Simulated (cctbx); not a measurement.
**InGaHICl2 with cctbx, script by script**

Library: cctbx 2025.11. The data are simulated by the first script.

## 1. Simulate the data

run.py:

```python
from cctbx import adptbx, crystal, miller, sgtbx, xray
from cctbx.array_family import flex
from iotbx.shelx import hklf
from scitbx import matrix
import scitbx.random

cs = crystal.symmetry(unit_cell=(6.113, 7.184, 15.433, 90, 103.59, 90), space_group_symbol='Hall: -P 2ybc')  # P2_1/c
atoms = [  # label, site, U (iso, or U11 U22 U33 U12 U13 U23 in A^2), occupancy
    ("I1", (0.7955, 0.4963, 0.3167), (0.0178, 0.0192, 0.0186, -0.0010, 0.0043, -0.0004), 1),
    ("In1", (0.656, 0.7679, 0.1442), (0.0195, 0.0191, 0.0214, 0.0006, 0.0052, 0.0005), 1),
    ("Ga1", (0.9442, 0.7255, 0.4181), (0.0295, 0.0366, 0.0380, -0.0037, 0.0102, 0.0006), 1),
    ("Cl1", (0.3272, 0.7332, 0.4302), (0.0294, 0.0414, 0.0633, -0.0022, 0.0127, 0.0067), 1),
    ("Cl2", (0.8021, 0.0116, 0.3394), (0.0289, 0.0289, 0.0348, -0.0003, 0.0075, -0.0030), 1),
    ("H1", (0.8774, 0.7039, 0.4968), 0.0789, 1),
]
xs = xray.structure(crystal_symmetry=cs)
for label, site, u, occ in atoms:
    u = adptbx.u_cif_as_u_star(cs.unit_cell(), u) if isinstance(u, tuple) else u
    xs.add_scatterer(xray.scatterer(label, site=site, u=u, occupancy=occ))
xs.set_inelastic_form_factors(0.6889, "sasaki")
xs.show_summary()
p1 = xs.expand_to_p1()
ms = miller.build_set(p1, anomalous_flag=True, d_min=0.84)
flex.set_random_seed(74117)
scitbx.random.set_random_seed(74117)
ms = ms.select(flex.random_double(ms.size()) < 0.5)
i = ms.structure_factors_from_scatterers(p1, algorithm="direct").f_calc().as_intensity_array().data()
i = i * 5000 / flex.max(i)
sig = flex.sqrt(i + flex.pow2(0.015 * i) + 8 ** 2)
noise = scitbx.random.variate(scitbx.random.normal_distribution())(i.size())
data = ms.array(data=i + sig * noise, sigmas=sig).set_observation_type_xray_intensity()
with open("data.hkl", "w") as f:
    data.export_as_shelx_hklf(f)
print("reflections written:", data.size(), " <I/sigma> = %.1f" % flex.mean(data.data() / data.sigmas()))
for h, a, b in list(data.sort("data"))[:12]:
    print("%4d%4d%4d %9.1f %7.1f" % (h + (a, b)))
```

```console
$ python run.py
```

```text
Number of scatterers: 6
At special positions: 0
Unit cell: (6.113, 7.184, 15.433, 90, 103.59, 90)
Space group: P 1 21/c 1 (No. 14)
reflections written: 2314  <I/sigma> = 5.7
  -2   0   2    4832.7   103.4
  -1  -2  -2    2988.3    71.7
   1   2   2    2963.7    71.7
   0  -4   0    2921.7    70.8
   3  -2   0    2163.7    56.0
  -3  -2   0    2124.4    56.0
  -3   2   0    2114.1    56.0
   3   2   0    2090.7    56.0
  -2   4   2    1976.9    53.3
  -2  -4   2    1938.3    53.3
   1  -2  -4    1792.5    50.2
  -1  -2   4    1744.9    50.2
```

Run time: 0.21 s on 1 thread of Arm Neoverse V2 (shared host), peak memory 0.07 GiB.

## 2. Refinement (lightest element left out)

run.py:

```python
import math
from cctbx import adptbx, crystal, maptbx, sgtbx, xray
from cctbx.array_family import flex
from cctbx.xray import observations
from iotbx.shelx import hklf
from scitbx.lstbx import normal_eqns_solving
from smtbx import absolute_structure, utils
from smtbx.refinement import constraints, least_squares

cs = crystal.symmetry(unit_cell=(6.113, 7.184, 15.433, 90, 103.59, 90), space_group_symbol='Hall: -P 2ybc')  # P2_1/c
atoms = [  # label, site, U (iso, or U11 U22 U33 U12 U13 U23 in A^2), occupancy
    ("I1", (0.798, 0.497, 0.3184), 0.0200, 1),
    ("In1", (0.657, 0.7659, 0.1449), 0.0200, 1),
    ("Ga1", (0.9492, 0.7249, 0.419), 0.0200, 1),
    ("Cl1", (0.3263, 0.7396, 0.4314), 0.0200, 1),
    ("Cl2", (0.8027, 0.0137, 0.339), 0.0200, 1),
]
xs = xray.structure(crystal_symmetry=cs)
for label, site, u, occ in atoms:
    u = adptbx.u_cif_as_u_star(cs.unit_cell(), u) if isinstance(u, tuple) else u
    xs.add_scatterer(xray.scatterer(label, site=site, u=u, occupancy=occ))
xs.set_inelastic_form_factors(0.6889, "sasaki")
raw = hklf.reader(file_name="data.hkl").as_miller_arrays(crystal_symmetry=cs, anomalous=True)[0]
merged = raw.eliminate_sys_absent().merge_equivalents()
fo2 = merged.array().set_observation_type_xray_intensity()
print("Rint %.3f, %d unique reflections to %.2f A" % (merged.r_int(), fo2.size(), fo2.d_min()))
for sc in xs.scatterers():
    sc.flags.set_grad_site(True)
    sc.flags.set_grad_u_aniso(sc.flags.use_u_aniso())
    sc.flags.set_grad_u_iso(sc.flags.use_u_iso())
obs = fo2.as_xray_observations()
extra = {}
rep = constraints.reparametrisation(xs, [], utils.connectivity_table(xs), **extra)
ls = least_squares.crystallographic_ls(obs, rep, weighting_scheme=least_squares.mainstream_shelx_weighting(a=0, b=0))
print("cycle     R1     wR2    GooF  max shift (A)")
for cycle in range(8):
    ls.build_up()
    r1, wr2, goof = ls.r1_factor(cutoff_factor=2)[0], ls.wR2(), ls.goof()
    old = xs.sites_cart()
    normal_eqns_solving.levenberg_marquardt_iterations(ls, n_max_iterations=3, tau=1e-06, step_threshold=1e-7)
    big = flex.max((xs.sites_cart() - old).norms())
    print("%4d %7.4f %7.4f %7.3f %9.5f" % (cycle + 1, r1, wr2, goof, big))
    ls.build_up(objective_only=True)
    if abs(ls.wR2() - wr2) < 5e-5 and big < 5e-4:
        break
ls.build_up()
print("final R1 %.4f wR2 %.4f GooF %.3f  parameters %d  data/parameter %.1f" % (ls.r1_factor(cutoff_factor=2)[0], ls.wR2(), ls.goof(), ls.n_parameters, fo2.size() / ls.n_parameters))
cov = ls.covariance_matrix_and_annotations()
su = dict(zip(cov.annotations, (math.sqrt(max(v, 0)) for v in cov.matrix.matrix_packed_u_diagonal())))
a2 = cs.unit_cell().reciprocal_parameters()[0] ** -2
print("atom        x        y        z      Ueq    occ   su(xyz)  su(Uiso or U11)")
for sc in xs.scatterers():
    s = max(su.get(sc.label + k, 0) for k in (".x", ".y", ".z"))
    npd = "" if sc.is_positive_definite_u(cs.unit_cell()) else "  NPD"
    print("%-5s %8.5f %8.5f %8.5f %8.4f %6.3f %8.5f %7.4f%s" % ((sc.label,) + sc.site + (sc.u_iso_or_equiv(cs.unit_cell()), sc.occupancy, s, su.get(sc.label + ".uiso", su.get(sc.label + ".u11", 0) * a2), npd)))
fo = fo2.f_sq_as_f()
fc = fo.structure_factors_from_scatterers(xs, algorithm="direct").f_calc()
diff = fo.f_obs_minus_f_calc(1 / math.sqrt(ls.scale_factor()), fc).average_bijvoet_mates()
m = diff.fft_map(symmetry_flags=maptbx.use_space_group_symmetry, resolution_factor=0.25).apply_volume_scaling()
print("difference map: max %.2f min %.2f rms %.2f" % (m.statistics().max(), m.statistics().min(), m.statistics().sigma()))
peaks = m.peak_search(parameters=maptbx.peak_search_parameters(min_distance_sym_equiv=0.6, max_clusters=8)).all()
near = xs.closest_distances(peaks.sites(), distance_cutoff=4)
sps = cs.special_position_settings(min_distance_sym_equiv=0.5)
for k, (x, h) in enumerate(zip(peaks.sites(), peaks.heights())):
    ss = sps.site_symmetry(x)
    print("Q%-3d %7.4f %7.4f %7.4f %4d %7.2f  %.2f A from %s" % ((k + 1,) + tuple(t % 1 for t in ss.exact_site()) + (ss.multiplicity(), h, near.smallest_distances[k], xs.scatterers()[near.i_seqs[k]].label)))
```

```console
$ python run.py
```

```text
Rint 0.071, 1068 unique reflections to 0.84 A
cycle     R1     wR2    GooF  max shift (A)
   1  0.0996  0.1898   2.296   0.04610
   2  0.0438  0.0857   1.037   0.00011
final R1 0.0438 wR2 0.0857 GooF 1.037  parameters 20  data/parameter 53.4
atom        x        y        z      Ueq    occ   su(xyz)  su(Uiso or U11)
I1     0.79551  0.49602  0.31664   0.0182  1.000  0.00016  0.0002
In1    0.65599  0.76778  0.14416   0.0201  1.000  0.00017  0.0003
Ga1    0.94423  0.72549  0.41786   0.0339  1.000  0.00032  0.0005
Cl1    0.32638  0.73344  0.43056   0.0445  1.000  0.00077  0.0011
Cl2    0.80367  0.01050  0.33986   0.0320  1.000  0.00066  0.0009
difference map: max 2.19 min -2.24 rms 0.58
Q1    0.4353  0.1810  0.0911    4    2.36  1.61 A from Cl1
Q2    0.3197  0.7185  0.3913    4    2.16  0.61 A from Cl1
Q3    0.0708  0.2133  0.5526    4    2.12  0.66 A from Ga1
Q4    0.0957  0.5488  0.8882    4    2.03  1.82 A from Cl2
Q5    0.3483  0.7227  0.4744    4    2.02  0.66 A from Cl1
Q6    0.0371  0.0349  0.1515    4    1.99  1.06 A from I1
Q7    0.1256  0.1854  0.8166    4    1.98  1.37 A from In1
Q8    0.0612  0.6409  0.9291    4    1.98  1.19 A from Ga1
```

Time: 0.33 s.

## 3. Refinement (whole model)

run.py, as its changes from the last script of this kind:

```diff
@@ -16,0 +17 @@
+    ("H1", (0.8779, 0.6997, 0.4976), 0.0200, 1),
@@ -61 +62 @@
-peaks = m.peak_search(parameters=maptbx.peak_search_parameters(min_distance_sym_equiv=0.6, max_clusters=8)).all()
+peaks = m.peak_search(parameters=maptbx.peak_search_parameters(min_distance_sym_equiv=0.6, max_clusters=6)).all()
```

```console
$ python run.py
```

```text
Rint 0.071, 1068 unique reflections to 0.84 A
cycle     R1     wR2    GooF  max shift (A)
   1  0.0996  0.1897   2.299   0.63490
   2  0.0435  0.0850   1.030   0.08825
   3  0.0434  0.0850   1.030   0.00879
   4  0.0434  0.0850   1.030   0.00142
   5  0.0434  0.0850   1.030   0.00025
final R1 0.0434 wR2 0.0850 GooF 1.030  parameters 24  data/parameter 44.5
atom        x        y        z      Ueq    occ   su(xyz)  su(Uiso or U11)
I1     0.79552  0.49601  0.31664   0.0182  1.000  0.00016  0.0002
In1    0.65595  0.76777  0.14416   0.0202  1.000  0.00017  0.0003
Ga1    0.94420  0.72547  0.41786   0.0339  1.000  0.00032  0.0005
Cl1    0.32638  0.73342  0.43055   0.0445  1.000  0.00076  0.0011
Cl2    0.80377  0.01045  0.33990   0.0321  1.000  0.00065  0.0009
H1     0.82023  0.78352  0.49951   0.0698  1.000  0.03145  0.0648
difference map: max 2.17 min -2.24 rms 0.58
Q1    0.4354  0.1809  0.0911    4    2.34  1.61 A from Cl1
Q2    0.3195  0.7185  0.3912    4    2.15  0.61 A from Cl1
Q3    0.0705  0.2132  0.5528    4    2.10  0.65 A from Ga1
Q4    0.0962  0.5491  0.8881    4    2.03  1.82 A from Cl2
Q5    0.3508  0.7232  0.4753    4    2.00  0.68 A from Cl1
Q6    0.0373  0.0350  0.1515    4    2.00  1.06 A from I1
```

Time: 0.49 s.

## 4. Simulate the data

run.py, as its changes from the last script of this kind:

```diff
@@ -20 +20 @@
-xs.set_inelastic_form_factors(0.6889, "sasaki")
+xs.switch_to_neutron_scattering_dictionary()
@@ -23 +23 @@
-ms = miller.build_set(p1, anomalous_flag=True, d_min=0.84)
+ms = miller.build_set(p1, anomalous_flag=True, d_min=0.7)
```

```console
$ python run.py
```

```text
Number of scatterers: 6
At special positions: 0
Unit cell: (6.113, 7.184, 15.433, 90, 103.59, 90)
Space group: P 1 21/c 1 (No. 14)
reflections written: 4043  <I/sigma> = 6.5
   0   4   0    4804.0   103.4
  -2   0   2    4675.2    99.0
   3  -2   0    4580.1    96.4
  -3  -2   0    4456.9    96.4
   0  -2   6    4062.2    88.6
   0  -2  -6    3869.9    88.6
   1   0  -4    3138.8    72.5
  -2  -4   2    2923.2    68.4
   2   4  -2    2908.1    68.4
  -2   4   2    2827.9    68.4
   2  -4  -2    2820.1    68.4
  -1   2  -2    2788.6    66.8
```

Time: 0.21 s.

## 5. Refinement (lightest element left out)

run.py, as its changes from the last script of this kind:

```diff
@@ -12,6 +12,5 @@
-    ("I1", (0.798, 0.497, 0.3184), 0.0200, 1),
-    ("In1", (0.657, 0.7659, 0.1449), 0.0200, 1),
-    ("Ga1", (0.9492, 0.7249, 0.419), 0.0200, 1),
-    ("Cl1", (0.3263, 0.7396, 0.4314), 0.0200, 1),
-    ("Cl2", (0.8027, 0.0137, 0.339), 0.0200, 1),
-    ("H1", (0.8779, 0.6997, 0.4976), 0.0200, 1),
+    ("I1", (0.7896, 0.5048, 0.3154), 0.0200, 1),
+    ("In1", (0.655, 0.77, 0.1447), 0.0200, 1),
+    ("Ga1", (0.9415, 0.7263, 0.4176), 0.0200, 1),
+    ("Cl1", (0.3201, 0.7369, 0.4288), 0.0200, 1),
+    ("Cl2", (0.8045, 0.0122, 0.3406), 0.0200, 1),
@@ -23 +22 @@
-xs.set_inelastic_form_factors(0.6889, "sasaki")
+xs.switch_to_neutron_scattering_dictionary()
@@ -62 +61 @@
-peaks = m.peak_search(parameters=maptbx.peak_search_parameters(min_distance_sym_equiv=0.6, max_clusters=6)).all()
+peaks = m.peak_search(parameters=maptbx.peak_search_parameters(min_distance_sym_equiv=0.6, max_clusters=8)).all()
```

```console
$ python run.py
```

```text
Rint 0.058, 1852 unique reflections to 0.70 A
cycle     R1     wR2    GooF  max shift (A)
   1  0.2333  0.4645   6.468   0.07451
   2  0.1292  0.2582   3.596   0.00019
final R1 0.1292 wR2 0.2582 GooF 3.596  parameters 20  data/parameter 92.6
atom        x        y        z      Ueq    occ   su(xyz)  su(Uiso or U11)
I1     0.79511  0.49564  0.31669   0.0179  1.000  0.00046  0.0005
In1    0.65542  0.76766  0.14403   0.0199  1.000  0.00062  0.0007
Ga1    0.94430  0.72582  0.41823   0.0336  1.000  0.00049  0.0006
Cl1    0.32645  0.73358  0.43005   0.0434  1.000  0.00044  0.0006
Cl2    0.80162  0.01134  0.33954   0.0304  1.000  0.00036  0.0004
difference map: max 4.17 min -7.85 rms 0.38
Q1    0.3410  0.7486  0.4593    4    4.32  0.45 A from Cl1
Q2    0.3177  0.7120  0.4019    4    4.10  0.45 A from Cl1
Q3    0.1780  0.0071  0.6347    4    1.62  0.41 A from Cl2
Q4    0.0639  0.2036  0.1069    4    1.53  0.41 A from Ga1
Q5    0.2017  0.5305  0.1841    4    1.46  0.39 A from Cl2
Q6    0.0483  0.2510  0.0572    4    1.30  0.41 A from Ga1
Q7    0.3196  0.2106  0.1002    4    1.03  1.57 A from Ga1
Q8    0.0602  0.6953  0.8992    4    1.02  1.00 A from Ga1
```

Time: 0.37 s.

Figures of merit this high mean that the model is still wrong or incomplete.

## 6. Refinement (whole model)

run.py, as its changes from the last script of this kind:

```diff
@@ -16,0 +17 @@
+    ("H1", (0.878, 0.7044, 0.4966), 0.0200, 1),
@@ -61 +62 @@
-peaks = m.peak_search(parameters=maptbx.peak_search_parameters(min_distance_sym_equiv=0.6, max_clusters=8)).all()
+peaks = m.peak_search(parameters=maptbx.peak_search_parameters(min_distance_sym_equiv=0.6, max_clusters=6)).all()
```

```console
$ python run.py
```

```text
Rint 0.058, 1852 unique reflections to 0.70 A
cycle     R1     wR2    GooF  max shift (A)
   1  0.2358  0.4733   6.598   0.07167
   2  0.0827  0.1589   2.215   0.00103
   3  0.0828  0.1589   2.215   0.00000
final R1 0.0828 wR2 0.1589 GooF 2.215  parameters 24  data/parameter 77.2
atom        x        y        z      Ueq    occ   su(xyz)  su(Uiso or U11)
I1     0.79472  0.49588  0.31657   0.0186  1.000  0.00028  0.0003
In1    0.65594  0.76759  0.14419   0.0209  1.000  0.00038  0.0004
Ga1    0.94429  0.72563  0.41834   0.0341  1.000  0.00030  0.0004
Cl1    0.32691  0.73335  0.43010   0.0435  1.000  0.00027  0.0004
Cl2    0.80165  0.01140  0.33959   0.0311  1.000  0.00022  0.0003
H1     0.87669  0.70351  0.49703   0.0800  1.000  0.00134  0.0018
difference map: max 4.05 min -3.27 rms 0.26
Q1    0.3391  0.7511  0.4600    4    4.21  0.47 A from Cl1
Q2    0.3166  0.7135  0.4010    4    3.92  0.46 A from Cl1
Q3    0.2058  0.5288  0.1866    4    1.68  0.42 A from Cl2
Q4    0.1808  0.0097  0.6307    4    1.64  0.47 A from Cl2
Q5    0.0641  0.2073  0.1117    4    1.35  0.47 A from Ga1
Q6    0.2295  0.5852  0.3811    4    0.90  1.36 A from Cl1
```

Run time: 0.39 s on 1 thread of Arm Neoverse V2, with other jobs on the host, peak memory 0.09 GiB.

[Logs are printed without paths, hosts, clocks, repeated set-up lines and the standing remarks that a program may print on its own settings, such as how far it seeks lower states.]
